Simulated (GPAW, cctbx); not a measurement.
# What do these deviations say about the bonding?

Cu3Te2RhS2, Cmm2 (no. 35), a = 7.7226 Å, b = 8.2818 Å, c = 5.6277 Å, α = 90.00°, β = 90.00°, γ = 90.00°.

| atom | mult. | x | y | z |
| --- | --- | --- | --- | --- |
| Te1 | 4 | 0.2870 | 0 | 0.2600 |
| Rh1 | 2 | 0 | 0 | 0.0148 |
| Cu1 | 2 | 0 | 0 | 0.5153 |
| Cu2 | 4 | 3/4 | 1/4 | 0.9720 |
| S1 | 4 | 1/2 | 0.2780 | 0.7615 |

The cell comes from substitution in a known structure type and wasn't matched to any measured phase.

Absolute values of the static structure factors of the conventional cell from DFT (PBE, GPAW) against free spherical atoms, in electrons:

```
hkl  d (Å)  free atoms  crystal
110  5.648      104.80   105.00
001  5.628      177.16   177.18
020  4.141      165.23   165.03
111  3.987       58.92    59.00
200  3.861       84.11    83.76
021  3.335      261.30   261.57
201  3.184      196.75   197.12
220  2.824       21.95    20.88
002  2.814       39.08    39.15
130  2.599       58.69    58.23
```

**Question.** Which way does charge move, and which reflections show it best?

Project each element's phase sum on the total phase. |F| rises if density moves to atoms that scatter in phase and falls if it moves to atoms that scatter against it; the rule is for low angles, since changes of shape take over beyond. Where all elements are in phase the terms compete, and the compactness of the donor's and the acceptor's density matters too.

| hkl | Te in phase | Rh in phase | Cu in phase | S in phase | change (e) | (%) |
| --- | --- | --- | --- | --- | --- | --- |
| 110 | -0.9 | +2.0 | +2.0 | +0.7 | +0.21 | +0.2 |
| 001 | +2.5 | +1.6 | +0.8 | -2.5 | +0.02 | 0.0 |
| 020 | +4.0 | +2.0 | -2.0 | -3.8 | -0.20 | -0.1 |
| 111 | +0.8 | +0.9 | -0.9 | +0.6 | +0.08 | +0.1 |
| 200 | +3.6 | -2.0 | +2.0 | -4.0 | -0.35 | -0.4 |
| 021 | +3.8 | -0.5 | +2.5 | +3.6 | +0.27 | +0.1 |
| 201 | +3.3 | -0.8 | +1.3 | +3.7 | +0.37 | +0.2 |
| 220 | -3.6 | +2.0 | +6.0 | -3.8 | -1.06 | -4.8 |

Low-angle reflections that set elements apart and change by more than 0.05 e: 110, 020, 111, 200, 021, 201 and 220 (001 hardly moves and tells little). The signs fit a gain of density on S and a loss on Te and Cu, apart from 110. The best witness is 220, -4.8 %, where S enters with -3.8. The real-space density agrees: Voronoi charges Te +0.03, Rh +0.01, Cu +0.09, S -0.18 e. The shortest bond, Cu–S, has Δρ = +0.09 e/Å³ at its midpoint, a covalent bond charge. Limits: no Hubbard U on Cu.

[Outputs are excerpts: Python notices, other lines and further rows are left out; steps that failed or that the build refused (PBEsol, TPSS) are not shown.]

[Logs are printed without paths, hosts, clocks, repeated set-up lines and the standing remarks that a program may print on its own settings, such as how far it seeks lower states.]
